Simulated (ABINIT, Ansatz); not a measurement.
**KNa3H4 (Pm-3m): one start, several treatments of the self-energy**

Aim: compare treatments of exchange, screening and correlation for the gap of KNa3H4 (Pm-3m).

Main program and level: ABINIT 10.8.3; LDA and many-body steps on it, plane waves.

### Step 1. The starting structure

Symmetry: Pm-3m, No. 221, cubic system. Conventional cell: a = 5.119 Å, b = 5.119 Å, c = 5.119 Å, α = 90.00°, β = 90.00°, γ = 90.00°. Nearest to K lie 6 H at 2.56 Å. Nearest to Na lie 6 H at 2.56 Å. Nearest to H lie 6 Na at 2.56 Å. Nearest to H lie 4 Na at 2.56 Å and 2 K at 2.56 Å. Farther neighbours are not listed.

Structure file:

```cif
data_structure
_symmetry_space_group_name_H-M 'P 1'
_symmetry_Int_Tables_number 1
_cell_length_a 5.1186
_cell_length_b 5.1186
_cell_length_c 5.1186
_cell_angle_alpha 90.000
_cell_angle_beta 90.000
_cell_angle_gamma 90.000
_cell_volume 134.11
loop_
_atom_site_label
_atom_site_type_symbol
_atom_site_fract_x
_atom_site_fract_y
_atom_site_fract_z
_atom_site_occupancy
K1 K 0.50000 0.50000 0.50000 1
Na2 Na 0.00000 0.00000 0.50000 1
Na3 Na 0.00000 0.50000 0.00000 1
Na4 Na 0.50000 0.00000 0.00000 1
H5 H 0.00000 0.00000 0.00000 1
H6 H 0.50000 0.50000 0.00000 1
H7 H 0.50000 0.00000 0.50000 1
H8 H 0.00000 0.50000 0.50000 1
```

The cell and positions are those that the Materials Project relaxed with its own functionals (PBE, PBE+U or r2SCAN), kept fixed.

### Step 2. Empty states on the mesh, 2×2×2 mesh, 259 bands

This step: ABINIT 10.8.3; DFT, LDA, plane waves, norm-conserving pseudopotentials.

The sums over transitions need many empty states on a uniform mesh; this step solves for them.

Contents of run.abi:

```
acell 3*1.0 Angstrom
rprim 
  5.118641000000 0.000000000000 0.000000000000
  0.000000000000 5.118641000000 0.000000000000
  0.000000000000 0.000000000000 5.118641000000
ntypat 3
znucl 19 11 1
natom 8
typat 1 2 2 2 3 3 3 3
xred 
  0.500000000000 0.500000000000 0.500000000000
  -0.000000000000 -0.000000000000 0.500000000000
  -0.000000000000 0.500000000000 -0.000000000000
  0.500000000000 -0.000000000000 -0.000000000000
  -0.000000000000 -0.000000000000 -0.000000000000
  0.500000000000 0.500000000000 -0.000000000000
  0.500000000000 -0.000000000000 0.500000000000
  -0.000000000000 0.500000000000 0.500000000000
pp_dirpath "pseudos"
pseudos "K.upf, Na.upf, H.upf"
ecut 38
ngkpt 2 2 2
nshiftk 1
shiftk 0 0 0
kptopt 1
chksymbreak 0
iscf -2
irdden 1
istwfk *1
nband 259
nbdbuf 22
tolwfr 1e-09
nstep 60
prtvol 0
indata_prefix "in"
outdata_prefix "out"
tmpdata_prefix "tmp"
```

On the command line:

```console
> OMP_NUM_THREADS=1 mpirun -n 4 abinit run.abi > log
```

Numbers of over 12 decimals in the logs are rounded to 6 here.

Log:

```text
.Version 10.8.3 of ABINIT. v10.8.2 released Aug 2026.

 Symmetries : space group Pm -3 m (#221); Bravais cP (primitive cubic)
[... echo of the input left out ...]
== DATASET  1 ==================================================================
-   mpi_nproc: 4, omp_nthreads: 1 (-1 if OMP is not activated)

--- !DatasetInfo
iteration_state: {dtset: 1, }
dimensions: {natom: 8, nkpt: 4, mband: 259, nsppol: 1, nspinor: 1, nspden: 1, mpw: 10131, }
cutoff_energies: {ecut:  38.0, pawecutdg:  -1.0, }
[...]
2.77061    2.78329    2.78329    2.78329    2.78717    2.78717    2.78717    2.80275
   2.80275    2.80276    2.81249    2.81250    2.82562    2.82562    2.82565    2.83850
   2.85268    2.85291    2.86450
 prteigrs : prtvol=0 or 1, do not print more k-points.

== END DATASET(S) ==============================================================
================================================================================

 -outvars: echo values of variables after computation  --------
            nband         259
             nkpt           4
          spgroup         221
 [... the other variables as echoed above ...]

 Calculation completed.
```

Run time: 1.9 min. Hardware: 4 MPI ranks of Arm Neoverse V2, shared host; peak memory 0.5 GiB; 7.7 min of CPU time.

This step gave:

- gap: 2.594 eV
- k of the valence top: 0.5, 0, 0
- k of the conduction bottom: 0.5, 0.5, 0.5
- least direct gap: 3.160 eV
- k points computed: 4
- lowest point of the top converged band, above the valence top: 73.9676 eV

On this mesh the gap is 2.594 eV.

The density comes from a self-consistent run that is not shown.

### Step 3. Screening, 2×2×2 mesh, 108 bands, screening to 114.3 eV

The RPA dielectric matrix is built and inverted for each q.

This step: RPA screening on LDA, plane waves, norm-conserving pseudopotentials.

Edit run.abi of step 2 so:

```diff
@@ -26,10 +26,11 @@
 chksymbreak 0
-iscf -2
-irdden 1
 istwfk *1
-nband 259
-nbdbuf 22
-tolwfr 1e-09
-nstep 60
-prtvol 0
+occopt 1
+irdwfk 1
+optdriver 3
+nband 108
+ecuteps 4.2
+inclvkb 2
+awtr 1
+symchi 1
 indata_prefix "in"
```

Log:

```text
.Version 10.8.3 of ABINIT. v10.8.2 released Aug 2026.

 Symmetries : space group Pm -3 m (#221); Bravais cP (primitive cubic)
[... echo of the input left out ...]
== DATASET  1 ==================================================================
-   mpi_nproc: 4, omp_nthreads: 1 (-1 if OMP is not activated)

--- !DatasetInfo
iteration_state: {dtset: 1, }
dimensions: {natom: 8, nkpt: 4, mband: 108, nsppol: 1, nspinor: 1, nspden: 1, mpw: 10131, }
cutoff_energies: {ecut:  38.0, pawecutdg:  -1.0, }
electrons: {nelect:   4.00000000E+01, charge:   0.00000000E+00, occopt:   1.00000000E+00, tsmear:   1.00000000E-02, }

 SCREENING: Calculation of the susceptibility and dielectric matrices

 Based on a program developped by R.W. Godby, V. Olevano, G. Onida, and L. Reining.
 Incorporated in ABINIT by V. Olevano, G.-M. Rignanese, and M. Torrent.
.Using double precision arithmetic ; gwpc =  8

[... cell and pseudopotentials left out ...]
--------------------------------------------------------------------------------

 ==== K-mesh for the wavefunctions ====
 Number of points in the irreducible wedge :     4
[... list of points left out ...]
 Together with 48 symmetry operations and time-reversal symmetry
 yields     8 points in the full Brillouin Zone.

 ==== Q-mesh for the screening function ====
 Number of points in the irreducible wedge :     4
[... list of points left out ...]
 Together with 48 symmetry operations and time-reversal symmetry
 yields     8 points in the full Brillouin Zone.

 setmesh: FFT mesh size selected  =    36x   36x   36
          total number of points  =        46656

 vcoul_init : cutoff-mode = AUXILIARY_FUNCTION
 q-points for optical limit:   1
     1)      0.000010    0.000020    0.000030

- screening: taking advantage of time-reversal symmetry
- Maximum band index for partially occupied states nbvw = 20
- Remaining bands to be divided among processors   nbcw = 88
- Number of bands treated by each node ~22

 Number of electrons calculated from density =   40.0000; Expected =   40.0000
 average of density, n =  0.044198
 r_s =    1.7546
 omega_plasma =   20.2794 [eV]

 calculating chi0 at frequencies [eV] :
  1    0.000000E+00    0.000000E+00
  2    0.000000E+00    2.027941E+01

--------------------------------------------------------------------------------
  q-point number  1        q = ( 0.000000, 0.000000, 0.000000) [r.l.u.]
--------------------------------------------------------------------------------
[... chi0 elements left out ...]
 For q-point:  0.000010 0.000020 0.000030
  dielectric constant =   3.2793
  dielectric constant without local fields =   3.6868

  Average fulfillment of the sum rule on Im[epsilon] for q-point    1 :     40.51  [%]
[... wings left out ...]
  q-point number  2        q = ( 0.500000, 0.000000, 0.000000) [r.l.u.]
--------------------------------------------------------------------------------
[... chi0 elements left out ...]
  Average fulfillment of the sum rule on Im[epsilon] for q-point    2 :     44.62  [%]

 [... 2 further q-points ...]
```

Elapsed: 16 s, on 4 MPI ranks; peak memory 1.2 GiB.

This step gave:

```yaml
eps_infinity_with_local_fields_on_this_mesh_along_the_program_s_q_direction: 3.279
the_same_without_local_fields: 3.687
plasma_frequency: 20.28 eV
plane_waves_in_the_screening_matrix: 365
```

Local fields lower ε∞ by 11 %. On a Γ-centred mesh this coarse the value itself is usually too large, while a short band sum pulls it down.

### Step 4. G0W0, Godby-Needs plasmon pole

The self-energy is evaluated for the states that the input lists, and the levels follow from it, in one-shot runs by the linearised quasiparticle equation.

This step: G0W0 on LDA, plane waves, norm-conserving pseudopotentials.

Edit run.abi of step 3 so:

```diff
@@ -29,8 +29,19 @@
 irdwfk 1
-optdriver 3
+optdriver 4
 nband 108
+gwcalctyp 0
+ecutsigx 38
+symsigma 1
+nkptgw 3
+kptgw 
+  0.5000000000 0.0000000000 0.0000000000
+  0.5000000000 0.5000000000 0.5000000000
+  0.0000000000 0.0000000000 0.0000000000
+bdgw 
+  19 22
+  18 23
+  18 23
 ecuteps 4.2
-inclvkb 2
-awtr 1
-symchi 1
+irdscr 1
+ppmodel 1
 indata_prefix "in"
```

Log:

```text
.Version 10.8.3 of ABINIT. v10.8.2 released Aug 2026.

 Symmetries : space group Pm -3 m (#221); Bravais cP (primitive cubic)
[... echo of the input left out ...]
== DATASET  1 ==================================================================
-   mpi_nproc: 4, omp_nthreads: 1 (-1 if OMP is not activated)

--- !DatasetInfo
iteration_state: {dtset: 1, }
dimensions: {natom: 8, nkpt: 4, mband: 108, nsppol: 1, nspinor: 1, nspden: 1, mpw: 10131, }
cutoff_energies: {ecut:  38.0, pawecutdg:  -1.0, }
electrons: {nelect:   4.00000000E+01, charge:   0.00000000E+00, occopt:   1.00000000E+00, tsmear:   1.00000000E-02, }

 SIGMA: Calculation of the GW corrections

 Based on a program developped by R.W. Godby, V. Olevano, G. Onida, and L. Reining.
 Incorporated in ABINIT by V. Olevano, G.-M. Rignanese, and M. Torrent.
.Using double precision arithmetic ; gwpc =  8

[... cell and pseudopotentials left out ...]
--------------------------------------------------------------------------------

 ==== K-mesh for the wavefunctions ====
 Number of points in the irreducible wedge :     4
[... list of points left out ...]
 Together with 48 symmetry operations and time-reversal symmetry
 yields     8 points in the full Brillouin Zone.

 ==== Q-mesh for screening function ====
 Number of points in the irreducible wedge :     4
[... list of points left out ...]
 Together with 48 symmetry operations and time-reversal symmetry
 yields     8 points in the full Brillouin Zone.

 vcoul_init : cutoff-mode = AUXILIARY_FUNCTION
 q-points for optical limit:   1
     1)      0.000010    0.000020    0.000030
 setmesh: FFT mesh size selected  =    54x   54x   54
          total number of points  =       157464

 Number of electrons calculated from density =   40.0000; Expected =   40.0000
 average of density, n =  0.044198
 r_s =    1.7546
 omega_plasma =   20.2794 [eV]

 === KS Band Gaps ===
  >>>> For spin  1
   Minimum direct gap =   3.1596 [eV], located at k-point      :   0.5000  0.5000  0.5000
   Fundamental gap    =   2.5938 [eV], Top of valence bands at :   0.5000  0.0000  0.0000
                                       Bottom of conduction at :   0.5000  0.5000  0.5000
 SIGMA fundamental parameters:
 PLASMON POLE MODEL  1
 number of plane-waves for SigmaX                10131
 number of plane-waves for SigmaC and W            365
 number of plane-waves for wavefunctions         10131
 number of bands                                   108
 number of independent spin polarizations            1
 number of spinorial components                      1
 number of k-points in IBZ                           4
 number of q-points in IBZ                           4
 number of symmetry operations                      48
 number of k-points in BZ                            8
 number of q-points in BZ                            8
 number of frequencies for dSigma/dE                 9
 frequency step for dSigma/dE [eV]                0.25
 number of omega for Sigma on real axis              0
 max omega for Sigma on real axis  [eV]           0.00
 zcut for avoiding poles [eV]                     0.10

 EPSILON^-1 parameters (SCR file):
 dimension of the eps^-1 matrix on file            365
 dimension of the eps^-1 matrix used               365
 number of plane-waves for wavefunctions         10131
 number of bands                                   108
 number of q-points in IBZ                           4
 number of frequencies                               2
 number of real frequencies                          1
 number of imag frequencies                          1

 matrix elements of self-energy operator (all in [eV])

 Perturbative Calculation

--- !SelfEnergy_ee
iteration_state: {dtset: 1, }
kpoint     : [   0.500,    0.000,    0.000, ]
spin       : 1
KS_gap     :    4.568
QP_gap     :    6.824
Delta_QP_KS:    2.256
data: !SigmaeeData |
     Band     E0 <VxcDFT>   SigX SigC(E0)      Z dSigC/dE  Sig(E)    E-E0       E
       19  -0.709 -10.108 -13.385   1.944   0.746  -0.341 -11.102  -0.994  -1.703
       20  -0.233 -10.290 -13.490   1.845   0.754  -0.326 -11.311  -1.022  -1.255
       21   4.334  -7.735  -3.146  -3.084   0.820  -0.219  -6.501   1.234   5.569
       22   4.334  -7.735  -3.146  -3.084   0.820  -0.219  -6.501   1.234   5.569

--- !SelfEnergy_ee
iteration_state: {dtset: 1, }
kpoint     : [   0.500,    0.500,    0.500, ]
spin       : 1
KS_gap     :    3.160
QP_gap     :    5.369
Delta_QP_KS:    2.209
data: !SigmaeeData |
     Band     E0 <VxcDFT>   SigX SigC(E0)      Z dSigC/dE  Sig(E)    E-E0       E
       18  -0.799 -10.257 -13.686   1.984   0.749  -0.336 -11.339  -1.082  -1.881
       19  -0.799 -10.257 -13.686   1.984   0.749  -0.336 -11.339  -1.082  -1.881
[...]
--- !SelfEnergy_ee
iteration_state: {dtset: 1, }
kpoint     : [   0.000,    0.000,    0.000, ]
spin       : 1
KS_gap     :    4.495
QP_gap     :    6.566
Delta_QP_KS:    2.071
data: !SigmaeeData |
     Band     E0 <VxcDFT>   SigX SigC(E0)      Z dSigC/dE  Sig(E)    E-E0       E
[...]
21   4.019  -7.703  -3.435  -2.957   0.826  -0.210  -6.620   1.082   5.102
       22   4.019  -7.703  -3.435  -2.957   0.826  -0.210  -6.620   1.082   5.102
       23   4.019  -7.703  -3.435  -2.957   0.826  -0.210  -6.620   1.082   5.102

== END DATASET(S) ==============================================================
================================================================================

 -outvars: echo values of variables after computation  --------
           etotal      0.0000000000E+00
            nband         108
             nkpt           4
          spgroup         221
 [... the other variables as echoed above ...]

 Calculation completed.
```

It took 14 s on 4 MPI ranks; peak memory 1.2 GiB.

This step gave:

```
G0W0 gap on the points computed              : 4.743 eV
starting gap on the mesh                     : 2.594 eV
k of the valence top                         : 0.5, 0, 0
k of the conduction bottom                   : 0.5, 0.5, 0.5
Z at the valence top                         : 0.754
Z at the conduction bottom                   : 0.822
least direct G0W0 gap on the computed points : 5.369 eV
```

The gap on the mesh goes from 2.59 eV to 4.74 eV, a correction of +2.15 eV.

### Step 5. G0W0, von der Linden-Horsch plasmon pole

Edit run.abi of step 4 so:

```diff
@@ -45,3 +45,3 @@
 irdscr 1
-ppmodel 1
+ppmodel 3
 indata_prefix "in"
```

Log:

```text
.Version 10.8.3 of ABINIT. v10.8.2 released Aug 2026.

 Symmetries : space group Pm -3 m (#221); Bravais cP (primitive cubic)
[... echo of the input left out ...]
== DATASET  1 ==================================================================
-   mpi_nproc: 4, omp_nthreads: 1 (-1 if OMP is not activated)

--- !DatasetInfo
iteration_state: {dtset: 1, }
dimensions: {natom: 8, nkpt: 4, mband: 108, nsppol: 1, nspinor: 1, nspden: 1, mpw: 10131, }
cutoff_energies: {ecut:  38.0, pawecutdg:  -1.0, }
electrons: {nelect:   4.00000000E+01, charge:   0.00000000E+00, occopt:   1.00000000E+00, tsmear:   1.00000000E-02, }

 SIGMA: Calculation of the GW corrections

 Based on a program developped by R.W. Godby, V. Olevano, G. Onida, and L. Reining.
 Incorporated in ABINIT by V. Olevano, G.-M. Rignanese, and M. Torrent.
.Using double precision arithmetic ; gwpc =  8

[... cell and pseudopotentials left out ...]
--------------------------------------------------------------------------------

 ==== K-mesh for the wavefunctions ====
 Number of points in the irreducible wedge :     4
[... list of points left out ...]
 Together with 48 symmetry operations and time-reversal symmetry
 yields     8 points in the full Brillouin Zone.

 ==== Q-mesh for screening function ====
 Number of points in the irreducible wedge :     4
[... list of points left out ...]
 Together with 48 symmetry operations and time-reversal symmetry
 yields     8 points in the full Brillouin Zone.

 vcoul_init : cutoff-mode = AUXILIARY_FUNCTION
 q-points for optical limit:   1
     1)      0.000010    0.000020    0.000030
 setmesh: FFT mesh size selected  =    54x   54x   54
          total number of points  =       157464

 Number of electrons calculated from density =   40.0000; Expected =   40.0000
[...]
number of plane-waves for wavefunctions         10131
 number of bands                                   108
 number of q-points in IBZ                           4
 number of frequencies                               2
 number of real frequencies                          1
 number of imag frequencies                          1

 matrix elements of self-energy operator (all in [eV])

 Perturbative Calculation

--- !SelfEnergy_ee
iteration_state: {dtset: 1, }
kpoint     : [   0.500,    0.000,    0.000, ]
spin       : 1
KS_gap     :    4.568
QP_gap     :    7.105
Delta_QP_KS:    2.537
data: !SigmaeeData |
     Band     E0 <VxcDFT>   SigX SigC(E0)      Z dSigC/dE  Sig(E)    E-E0       E
       19  -0.709 -10.108 -13.385   1.541   0.852  -0.174 -11.587  -1.479  -2.188
       20  -0.233 -10.290 -13.490   1.501   0.847  -0.180 -11.729  -1.439  -1.672
       21   4.334  -7.735  -3.146  -3.355   0.890  -0.124  -6.637   1.098   5.433
[...]
--- !SelfEnergy_ee
iteration_state: {dtset: 1, }
kpoint     : [   0.500,    0.500,    0.500, ]
spin       : 1
KS_gap     :    3.160
QP_gap     :    5.665
Delta_QP_KS:    2.506
data: !SigmaeeData |
     Band     E0 <VxcDFT>   SigX SigC(E0)      Z dSigC/dE  Sig(E)    E-E0       E
[...]
--- !SelfEnergy_ee
iteration_state: {dtset: 1, }
kpoint     : [   0.000,    0.000,    0.000, ]
spin       : 1
KS_gap     :    4.495
QP_gap     :    6.834
Delta_QP_KS:    2.339
data: !SigmaeeData |
     Band     E0 <VxcDFT>   SigX SigC(E0)      Z dSigC/dE  Sig(E)    E-E0       E
[...]
22   4.019  -7.703  -3.435  -3.234   0.890  -0.123  -6.783   0.920   4.939
       23   4.019  -7.703  -3.435  -3.234   0.890  -0.123  -6.783   0.920   4.939

== END DATASET(S) ==============================================================
================================================================================

 -outvars: echo values of variables after computation  --------
           etotal      0.0000000000E+00
            nband         108
             nkpt           4
          spgroup         221
 [... the other variables as echoed above ...]

 Calculation completed.
```

Elapsed: 7.8 s, on 4 MPI ranks; peak memory 1.1 GiB; 31 s of CPU time.

This step gave:

* G0W0 gap on the points computed: 4.976 eV
* starting gap on the mesh: 2.594 eV
* k of the valence top: 0.5, 0, 0
* k of the conduction bottom: 0.5, 0.5, 0.5
* Z at the valence top: 0.847
* Z at the conduction bottom: 0.892
* least direct G0W0 gap on the computed points: 5.666 eV

Against G0W0 in ABINIT (2×2×2 mesh, 108 bands, screening to 114.3 eV, Godby-Needs plasmon pole), the gap moves by +0.233 eV.

### Step 6. G0W0, Hybertsen-Louie plasmon pole

Edit run.abi of step 5 so:

```diff
@@ -45,3 +45,3 @@
 irdscr 1
-ppmodel 3
+ppmodel 2
 indata_prefix "in"
```

Log:

```text
.Version 10.8.3 of ABINIT. v10.8.2 released Aug 2026.

 Symmetries : space group Pm -3 m (#221); Bravais cP (primitive cubic)
[... echo of the input left out ...]
== DATASET  1 ==================================================================
-   mpi_nproc: 4, omp_nthreads: 1 (-1 if OMP is not activated)

--- !DatasetInfo
iteration_state: {dtset: 1, }
dimensions: {natom: 8, nkpt: 4, mband: 108, nsppol: 1, nspinor: 1, nspden: 1, mpw: 10131, }
cutoff_energies: {ecut:  38.0, pawecutdg:  -1.0, }
[...]
Band     E0 <VxcDFT>   SigX SigC(E0)      Z dSigC/dE  Sig(E)    E-E0       E
[...]
22   4.019  -7.703  -3.435  -3.279   0.882  -0.133  -6.831   0.872   4.891
       23   4.019  -7.703  -3.435  -3.279   0.882  -0.133  -6.831   0.872   4.891

== END DATASET(S) ==============================================================
================================================================================

 -outvars: echo values of variables after computation  --------
           etotal      0.0000000000E+00
            nband         108
             nkpt           4
          spgroup         221
 [... the other variables as echoed above ...]

 Calculation completed.
```

It took 13 s on 4 MPI ranks; peak memory 1.2 GiB.

Numbers from this step:

```
G0W0 gap on the points computed              : 4.974 eV
starting gap on the mesh                     : 2.594 eV
k of the valence top                         : 0.5, 0, 0
k of the conduction bottom                   : 0.5, 0.5, 0.5
least direct G0W0 gap on the computed points : 5.602 eV
```

Against G0W0 in ABINIT (2×2×2 mesh, 108 bands, screening to 114.3 eV, Godby-Needs plasmon pole), the gap moves by +0.231 eV.

(Part 1 of 2 ends here.)

[Paths, hosts, dates, memory and timing lines, banners, echoed tables and standing remarks are left out of the program output.]

[Logs are printed without paths, hosts, clocks, repeated set-up lines and the standing remarks that a program may print on its own settings, such as how far it seeks lower states.]

[Runs of the session that timed out or met a known fault of the program may be left out.]

[No measured gap is set beside runs whose start may be inverted or whose files or cutoffs have a known fault.]

[Hosts, paths, dates, database ids (printed as entryN), source tags and the programs' standing remarks are cut or masked in the printed files.]

[G0W0 gaps are taken among the corrected bands and points alone; a level outside them can change the order at an edge.]

[Where Ansatz stands beside ABINIT at settings called matched, ABINIT's density can come from a denser mesh and the files from another edition; pairs whose starting gaps differed by over 0.03 eV were left out, so agreement reads better than it is.]
